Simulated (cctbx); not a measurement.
# Occupancies in Eu3Ta5Cd

Cell a = 8.9390 Å, b = 8.9390 Å, c = 6.0330 Å, α = 90.00°, β = 90.00°, γ = 120.00°; space group P6_3/mcm (no. 193); nominal formula Eu3Ta5Cd.

The data are simulated with cctbx, not measured: Mo Kα, λ = 0.71073 Å, to d = 0.7 Å, 70 % of the full sphere, strongest reflection 40000 counts, noise from counting, a 6 % proportional error and a noise floor of 4 counts (s.d.); no absorption.

With every site full:

```text
Rint 0.051, 258 unique reflections to 0.70 A
cycle     R1     wR2    GooF  max shift (A)
   1  0.2071  0.4903  21.483   0.00452
   2  0.0640  0.1882   8.244   0.00010
final R1 0.0639 wR2 0.1882 GooF 8.244  parameters 12  data/parameter 21.5
atom        x        y        z      Ueq    occ   su(xyz)  su(Uiso or U11)
Ta1    0.71900  0.71900  0.75000   0.0113  1.000  0.00024  0.0010
Ta2    0.33333  0.66667  0.00000  -0.0001  1.000  0.00000  0.0008  NPD
Eu1    0.37789  0.37789  0.75000   0.0021  1.000  0.00023  0.0008
Cd1    0.00000  0.00000  0.00000   0.0026  1.000  0.00000  0.0014
difference map: max 22.23 min -6.38 rms 1.77
Q1    0.3333  0.6667  0.0000    4   22.23  0.00 A from Ta2
Q2    0.0000  0.3561  0.2500    6   14.91  0.20 A from Eu1
Q3    0.0000  0.0000  0.0000    2   14.12  0.00 A from Cd1
Q4    0.0000  0.3870  0.7500    6    4.43  0.95 A from Ta1
Q5    0.1044  0.3943  0.7500   12    4.23  0.98 A from Ta1
Q6    0.0000  0.1754  0.7500    6    3.32  0.94 A from Ta1
```

With the occupancies of the suspect sites free, each still typed as its main element:

```text
Rint 0.051, 258 unique reflections to 0.70 A
cycle     R1     wR2    GooF  max shift (A)
   1  0.1633  0.4185  18.372   0.00273
   7  0.0085  0.0202   0.887   0.00000
final R1 0.0085 wR2 0.0202 GooF 0.886  parameters 13  data/parameter 19.8
atom        x        y        z      Ueq    occ   su(xyz)  su(Uiso or U11)
Ta1    0.71911  0.71911  0.75000   0.0058  0.750  0.00003  0.0001
Ta2    0.33333  0.66667  0.00000   0.0049  1.000  0.00000  0.0001
Eu1    0.37741  0.37741  0.75000   0.0074  1.000  0.00002  0.0001
Cd1    0.00000  0.00000  0.00000   0.0074  1.000  0.00000  0.0001
su of occupancy Ta1: 0.001
difference map: max 0.75 min -0.92 rms 0.20
Q1    0.2281  0.5090  0.2500   12    0.77  1.77 A from Eu1
Q2    0.1346  0.5541  0.2500   12    0.62  1.43 A from Eu1
Q3    0.0000  0.1690  0.2500    6    0.59  1.86 A from Eu1
Q4    0.0567  0.2964  0.2500   12    0.58  1.07 A from Eu1
Q5    0.2374  0.4895  0.0805   24    0.57  1.46 A from Ta2
Q6    0.0741  0.1411  0.2500   12    0.55  1.63 A from Ta1
```

**Question.** What is the disorder?

X-rays count electrons. Ta1 refines to 0.750(0.001), or 54.8 electrons; the site truly holds 0.75 Ta, 54.8 electrons, which is 0.750 of Ta. A value under 1 can't tell vacancies from a lighter guest, and one over 1 needs a heavier guest; chemistry or a second radiation must settle which. Occupancy correlates with U and the scale, so the match is approximate.

Freeing them takes R1 from 0.0639 to 0.0085 and GooF from 8.24 to 0.89.

The model was made for the exercise: a known structure type with other elements put in, its volume estimated, not relaxed; displacement parameters are assumed.

[Middle refinement cycles are left out of these outputs.]

[Logs are printed without paths, hosts, clocks, repeated set-up lines and the standing remarks that a program may print on its own settings, such as how far it seeks lower states.]
